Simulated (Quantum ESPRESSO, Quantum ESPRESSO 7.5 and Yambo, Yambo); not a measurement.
# WS2 (Tungstenite): G0W0 on several meshes in Yambo

Wanted: mesh dependence and cost of G0W0 for WS2 (Tungstenite).

Main program and level: Quantum ESPRESSO 7.5 and Yambo 5.3.0; PBE and many-body steps on it, plane waves.

### 1. Starting point

Symmetry: P6_3/mmc, No. 194, hexagonal system. The conventional cell has a = 3.153 Å, b = 3.153 Å, c = 12.323 Å, α = 90.00°, β = 90.00°, γ = 120.00°. Nearest to W lie 6 S at 2.40 Å. Nearest to S lie 3 W at 2.40 Å. Farther neighbours and most contacts between anions are not listed.

The cell and positions come from the Crystallography Open Database and are kept as given unless a step says otherwise. Spin-orbit coupling is left out unless a step names it.

### 2. Empty states on the mesh, 3×3×1 mesh, 106 bands

This step: Quantum ESPRESSO 7.5; DFT, PBE, plane waves, norm-conserving pseudopotentials.

The sums over transitions need many empty states on a uniform mesh; this step solves for them.

pw.in

```
&control
  calculation = 'nscf'
  prefix = 'x'
  outdir = 'o'
  pseudo_dir = 'pseudo'
/
&system
  ibrav = 0
  nat = 6
  ntyp = 2
  ecutwfc = 62.0
  nbnd = 106
  force_symmorphic = .true.
/
&electrons
  conv_thr = 1e-9
  electron_maxstep = 80
  diago_full_acc = .true.
  diago_thr_init = 5e-6
/
ATOMIC_SPECIES
  W 183.84 W.upf
  S 32.06 S.upf
CELL_PARAMETERS angstrom
  3.1532000000 0.0000000000 0.0000000000
  -1.5766000000 2.7307513032 0.0000000000
  0.0000000000 0.0000000000 12.3230000000
ATOMIC_POSITIONS crystal
  W 0.3333333333 0.6666666667 0.2500000000
  W 0.6666666667 0.3333333333 0.7500000000
  S 0.3333333333 0.6666666667 0.6225000000
  S 0.6666666667 0.3333333333 0.1225000000
  S 0.3333333333 0.6666666667 0.8775000000
  S 0.6666666667 0.3333333333 0.3775000000
K_POINTS automatic
  3 3 1 0 0 0
```

The run is started by

```
> OMP_NUM_THREADS=1 mpirun -n 8 pw.x -nk 4 -in pw.in > pw.out
```

The log of the run:

```text
Program PWSCF v.7.5 starts

     This program is part of the open-source Quantum ESPRESSO suite
     for quantum simulation of materials; please cite
         "P. Giannozzi et al., J. Phys.:Condens. Matter 21 395502 (2009);
         "P. Giannozzi et al., J. Phys.:Condens. Matter 29 465901 (2017);
         "P. Giannozzi et al., J. Chem. Phys. 152 154105 (2020);
     in publications or presentations arising from this work. More details at

     Atomic positions and unit cell read from directory:
     o/x.save/

     Message from routine setup:
[...]
49.6217  49.6217

          k = 0.0000 0.3849 0.0000 (  5917 PWs)   bands (ev):

[...]
49.4361  49.6089

          k = 0.3333 0.5774 0.0000 (  5862 PWs)   bands (ev):

[...]
43.4065  43.4065  44.3228  44.3228  45.6841  46.0449  46.6696  46.6696
    46.8323  46.8597  46.8597  46.9967  47.6192  47.6192  48.6753  49.2651
    49.2654  49.4536

     highest occupied, lowest unoccupied level (ev):    11.7694   13.0744

     XML data file, pseudopotentials, collected wavefunctions

=------------------------------------------------------------------------------=
   JOB DONE.
=------------------------------------------------------------------------------=
```

Wall time 3.9 s (8 MPI ranks of Arm Neoverse V2, shared host); peak memory 0.55 GiB; 30 s of CPU time.

Numbers from this step:

```
gap                                                           : 1.305 eV
k of the valence top                                          : 0, 0, 0
k of the conduction bottom                                    : 0.3333, 0.3333, 0
least direct gap                                              : 1.837 eV
k points computed                                             : 3
lowest point of the top converged band, above the valence top : 37.68 eV
```

On this mesh the gap is 1.305 eV.

The density comes from a self-consistent run that is not shown.

### 3. Conversion and set-up

This step: Yambo 5.3.0; conversion and set-up on PBE, plane waves, norm-conserving pseudopotentials.

The states are converted to the many-body program's format and the q mesh is built.

The run is started by

```
> (cd o/x.save; p2y > p2y.log; mv SAVE ../..); yambo > setup.log
```

The log of the run:

```text
 Yambo, version 5.3.0

 [02] CORE Variables Setup
 =========================

  [02.01] Unit cells
  ==================

  Cell kind             :  HCP
  Atoms in the cell     :  W  S
  number of W  atoms    :  2
  number of S  atoms    :   4

  List of atomic masses
  Mass of W     :  183.8400
  Mass of S     :  32.06000

  List of atomic coordinates    : [cc]
  W1       : -0.29793E-09   3.4402       5.8218      order 1
  W2       :   2.97934   1.72012  17.46532  order 2
  S1       : -0.29793E-09   3.4402       14.496      order 3
[...]
0.000000  0.000000  0.000000  0.000000  0.000000  0.000000  0.000000  0.000000

 [03] Transferred momenta grid and indexing
 ==========================================

 IBZ Q-points                                      :  3
 BZ  Q-points                                      :   9

 K/Q-points units:
 rlu = crystal or reduced units; cc = cartesian coordinates; iku = interal k-units

 Q [1]          [rlu]:  0.000000  0.000000  0.000000
 Q [2]          [rlu]:  0.30223E-17  0.33333       0.0000
 Q [3]          [rlu]:  0.333333  0.333333  0.000000

  [03.01] X indexes
  =================

   [03.01.01] Sigma indexes
   ========================

 [06] Game Over & Game summary
```

The job ended after 1.9 s (1 MPI rank; peak memory 0.24 GiB).

### 4. 3×3×1

Now the one-shot GW correction: screening in the RPA, then the self-energy of the levels asked for.

This step: G0W0 on PBE, plane waves, norm-conserving pseudopotentials.

gw13.in

```
HF_and_locXC
gw0
dyson
ppa
em1d
rim_cut
RandQpts= 1000000
RandGvec= 1 RL
EXXRLvcs= 62 Ry
VXCRLvcs= 248 Ry
Chimod= "HARTREE"
% BndsRnXp
 1 | 106 |
%
NGsBlkXp= 7 Ry
% LongDrXp
 1 | 1 | 1 |
%
% GbndRnge
 1 | 106 |
%
DysSolver= "n"
ExtendOut
PPAPntXp= 27.21138 eV
% QPkrange
 1 | 1 | 25 | 28 |
 3 | 3 | 25 | 28 |
%
```

The run is started by

```
> OMP_NUM_THREADS=2 mpirun -n 4 yambo -F gw13.in -J gw13 -C gw13 > gw13.log
```

The log of the run:

```text
 Yambo, version 5.3.0

 [02] CORE Variables Setup
 =========================

  [... cell, symmetries and grids as in the set-up ...]

  [02.05] Energies & Occupations
  ==============================

  [X] === General ===
  [X] Electronic Temperature                        :  0.000000  0.000000 [eV K]
  [X] Bosonic    Temperature                        :  0.000000  0.000000 [eV K]
  [X] Finite Temperature mode                       : no
  [X] El. density                                   :  0.49006E+24 [cm-3]
  [X] Fermi Level                                   :  11.76937 [eV]

  [X] === Gaps and Widths ===
  [X] Conduction Band Min                           :  1.305026 [eV]
  [X] Valence Band Max                              :  0.000000 [eV]
  [X] Filled Bands                                  :  26
  [X] Empty Bands                                   :   27  106
  [X] Direct Gap                                    :  1.836911 [eV]
  [X] Direct Gap localized at k                     :  3
  [X] Indirect Gap                                  :  1.305026 [eV]
  [X] Indirect Gap between kpts                     :  1  3
  [X] Last valence band width                       :  1.747709 [eV]
  [X] 1st conduction band width                     :  1.005650 [eV]

 [03] Transferred momenta grid and indexing
 ==========================================

 IBZ Q-points                                      :  3
 BZ  Q-points                                      :   9

 K/Q-points units:
 rlu = crystal or reduced units; cc = cartesian coordinates; iku = interal k-units

 Q [1]          [rlu]:  0.000000  0.000000  0.000000
 Q [2]          [rlu]:  0.30223E-17  0.33333       0.0000
 Q [3]          [rlu]:  0.333333  0.333333  0.000000

 [04] Coloumb potential Random Integration (RIM)
 ===============================================

  [04.01] RIM initialization
  ==========================

  * Diagonal components only detected *

  8 x (sBL volume)        :  0.307922 [a.u.]
  sBZ random points       :  1000000
  Points outside the sBZ  :   7981908
  RL volume               :  0.346412 [a.u.]
  Integrated volume       :  0.347197 [a.u.]

  [04.02] RIM integrals
  =====================

  Gamma point sphere radius             :  0.122489 [a.u.]
  Points outside the sphere             :   799861
  [Int_sBZ(q=0) 1/q^2]*(Vol_sBZ)^(-1/3) =:  7.615381
                                 should be <:  7.795600

  Summary of Coulomb integrals for non-metallic bands |Q|[au] RIM/Bare

  Q [1] 0.100000E-4 0.976882 * Q [2] 0.405861 1.110454
  Q [3] 0.702972 1.037812

 [05] Dipoles
 ============

  [05.01] Setup: observables and procedures
  =========================================

  [WARNING] [x,Vnl] slows the Dipoles computation. To neglect it rename the ns.kb_pp file

 [06] Dynamic Dielectric Matrix (PPA)
 ====================================

 [WR./gw13//ndb.pp]--------------------------------------------------------------
  Brillouin Zone Q/K grids (IBZ/BZ)                :   3   9   3   9
  RL vectors                                       :   7581 [WF]
  Coulomb cutoff potential                         : none
  Electronic Temperature                           :  0.000000 [K]
  Bosonic    Temperature                           :  0.000000 [K]
  PPA    diel. fun.  energies                      : Perdew, Burke & Ernzerhof(X)+Perdew, Burke & Ernzerhof(C)
  wavefunctions                                    : Perdew, Burke & Ernzerhof(X)+Perdew, Burke & Ernzerhof(C)
  Global Gauge                                     : length
  X matrix size                                    :  241
  X band range                                     :    1  106
  X e/h energy range                               : -1.000000 -1.000000 [eV]
  X Time ordering                                  : R
  X Hxc Kernel                                     : HARTREE
  X Drude frequency                                :  0.000000  0.000000
  X poles                                          :  100.0000 [o/o]
  RL vectors in the sum                            :   7581
  [r,Vnl] included                                 : yes
  Field direction                                  :  0.577350E-5  0.577350E-5  0.577350E-5
  BZ energy Double Grid                            : no
  BZ energy DbGd points                            : 0
  BZ Q point size factor                           : -1.000000
  X Optical Averaged directions                    : none

 [07] Local Exchange-Correlation + Non-Local Fock
 ================================================

 [VXC] Plane waves :   47139
 [EXS] Plane waves :   5909

 QP @ state[ 1 ] K range:  1  1
 QP @ state[ 1 ] b range:  25  28
 QP @ state[ 2 ] K range:  3  3
 QP @ state[ 2 ] b range:  25  28

 [xc] Functional : Perdew, Burke & Ernzerhof(X)+Perdew, Burke & Ernzerhof(C)
 [xc] LIBXC used to calculate xc functional
  PP Number of Atomic Species                      :  2
  NLCC RL compoments                               :   47139
  PP Number of Atomic Species                      :  2
  NLCC RL compoments                               :   47139

 [xc] E_xc :  -24.49170 [Ha]
      E_xc :  -48.98340 [Ry]

  Local XC kind (lXC) : Perdew, Burke & Ernzerhof(X)+Perdew, Burke & Ernzerhof(C)
  Non-Local XC kind (nlXC) : Hartree-Fock

  Corrections @ K [1] :  [eV]
 <25|nlXC|25> = -15.27795 -0.16310E-17 <25|lXC|25> = -14.43738 -0.37763E-15
 <26|nlXC|26> = -16.01864  0.83245E-17 <26|lXC|26> = -15.56267 -0.18882E-15
 <27|nlXC|27> = -10.40206  0.54398E-18 <27|lXC|27> = -15.23147  0.000000
 <28|nlXC|28> = -10.40324  0.34642E-17 <28|lXC|28> = -15.23147  0.000000

  Corrections @ K [3] :  [eV]
 <25|nlXC|25> = -15.89989  0.11048E-16 <25|lXC|25> = -15.01647  0.94408E-16
 <26|nlXC|26> = -16.25355 -0.34421E-17 <26|lXC|26> = -15.44578  0.14161E-15
 <27|nlXC|27> = -11.32562  0.58323E-17 <27|lXC|27> = -16.35234  0.84968E-15
 <28|nlXC|28> = -11.32570  0.42324E-17 <28|lXC|28> = -16.35233  0.47204E-15

  [07.01] Hartree-Fock occupations report
  =======================================

  [Hartree-Fock] === General ===
  [Hartree-Fock] Electronic Temperature             :  0.000000  0.000000 [eV K]
  [Hartree-Fock] Bosonic    Temperature             :  0.000000  0.000000 [eV K]
  [Hartree-Fock] Finite Temperature mode            : no
  [Hartree-Fock] El. density                        :  0.49006E+24 [cm-3]
  [Hartree-Fock] Fermi Level                        :  11.76937 [eV]

  [Hartree-Fock] === Gaps and Widths ===
  [Hartree-Fock] Conduction Band Min                :  1.665977 [eV]
  [Hartree-Fock] Valence Band Max                   : -0.455975 [eV]
  [Hartree-Fock] Filled Bands                       :  26
  [Hartree-Fock] Empty Bands                        :   27  106
  [Hartree-Fock] Direct Gap                         :  3.413686 [eV]
  [Hartree-Fock] Direct Gap localized at k          :  2
  [Hartree-Fock] Indirect Gap                       :  2.121952 [eV]
  [Hartree-Fock] Indirect Gap between kpts          :  1  2
  [Hartree-Fock] Last valence band width            :  1.291734 [eV]
  [Hartree-Fock] 1st conduction band width          :  5.474111 [eV]

 [08] Dyson equation: Newton solver
 ==================================

  [08.01] G0W0 (W PPA)
  ====================

  [  GW  ] Bands range     :    1  106
  [GW/PPA] G damping       :  0.100000 [eV]

  QP @ state[ 1 ] K range:  1  1
  QP @ state[ 1 ] b range:  25  28
  QP @ state[ 2 ] K range:  3  3
  QP @ state[ 2 ] b range:  25  28

   Sc/G bands                                       :    1  106
   Sc/G damping                                     :  0.100000 ev
   Sc bands terminator                              : no
   Sx RL components                                 :   5909

   QP @ state[ 1 ] K range                          :  1  1
   QP @ state[ 1 ] b range                          :  25  28
   QP @ state[ 2 ] K range                          :  3  3
   QP @ state[ 2 ] b range                          :  25  28
   GF energies kind                                 : Perdew, Burke & Ernzerhof(X)+Perdew, Burke & Ernzerhof(C)
   GF WF`s kind                                     : Perdew, Burke & Ernzerhof(X)+Perdew, Burke & Ernzerhof(C)
   Xs energies kind                                 : Perdew, Burke & Ernzerhof(X)+Perdew, Burke & Ernzerhof(C)
   Xs WF`s kind                                     : Perdew, Burke & Ernzerhof(X)+Perdew, Burke & Ernzerhof(C)

 [11] Game Over & Game summary
```

It took 8.8 s on 4 MPI ranks; peak memory 1.5 GiB.

This step gave:

| Property | Result |
| --- | --- |
| G0W0 gap on the points computed | 2.021 eV |
| starting gap on the mesh | 1.305 eV |
| k of the valence top | 0, 0, 0 |
| k of the conduction bottom | 0.3333, 0.3333, 0 |
| least direct G0W0 gap on the computed points | 2.578 eV |
| Z at the valence top | 0.7949 |
| Z at the conduction bottom | 0.7966 |

The gap on the mesh goes from 1.31 eV to 2.02 eV, a correction of +0.72 eV.

### 5. Empty states on the mesh, 9×9×2 mesh, 106 bands

This step: Quantum ESPRESSO 7.5; DFT, PBE, plane waves, norm-conserving pseudopotentials.

Changes to pw.in since step 2:

```diff
@@ -35,2 +35,2 @@
 K_POINTS automatic
-  3 3 1 0 0 0
+  9 9 2 0 0 0
```

The run is started by

```
> OMP_NUM_THREADS=1 mpirun -n 8 pw.x -nk 4 -in pw.in > pw.out
```

The log of the run:

```text
[banner, memory and clock lines left out]
Program PWSCF v.7.5 starts

     Atomic positions and unit cell read from directory:
     o/x.save/

     Message from routine setup:
     using ibrav=0 with symmetry is DISCOURAGED, use correct ibrav instead

     bravais-lattice index     =            0
     lattice parameter (alat)  =       5.9587  a.u.
     unit-cell volume          =     716.0556 (a.u.)^3
     number of atoms/cell      =            6
     number of atomic types    =            2
     number of electrons       =        52.00
[...]
49.6216  49.6216

          k = 0.0000 0.0000-0.1279 (  5986 PWs)   bands (ev):

[...]
49.1227  49.1227

          k = 0.0000 0.1283 0.0000 (  5921 PWs)   bands (ev):

[...]
43.2165  43.5088  44.1418  44.5662  45.3906  45.8913  46.4345  46.5432
    46.7561  46.8753  46.9157  47.1426  47.1885  47.8180  48.2468  48.5583
    49.3477  49.7305

          k = 0.0000 0.1283-0.1279 (  5928 PWs)   bands (ev):

     [... further k-points ...]

     highest occupied, lowest unoccupied level (ev):    11.7694   12.8559

     XML data file, pseudopotentials, collected wavefunctions
```

Run time: 20 s. Hardware: 8 MPI ranks; peak memory 0.63 GiB; 2.6 min of CPU time.

Numbers from this step:

```yaml
gap: 1.087 eV
k_of_the_valence_top: 0, 0, 0
k_of_the_conduction_bottom: 0.1111, 0.2222, 0
least_direct_gap: 1.837 eV
k_points_computed: 24
lowest_point_of_the_top_converged_band_above_the_valence_top: 36.88 eV
```

On this mesh the gap is 1.087 eV.

(Part 1 of 2 ends here.)

[Paths, hosts, dates, memory and timing lines, banners, echoed tables and standing remarks are left out of the program output.]

[Logs are printed without paths, hosts, clocks, repeated set-up lines and the standing remarks that a program may print on its own settings, such as how far it seeks lower states.]

[Runs of the session that timed out or met a known fault of the program may be left out.]

[Hosts, paths, dates, database ids (printed as entryN), source tags and the programs' standing remarks are cut or masked in the printed files.]
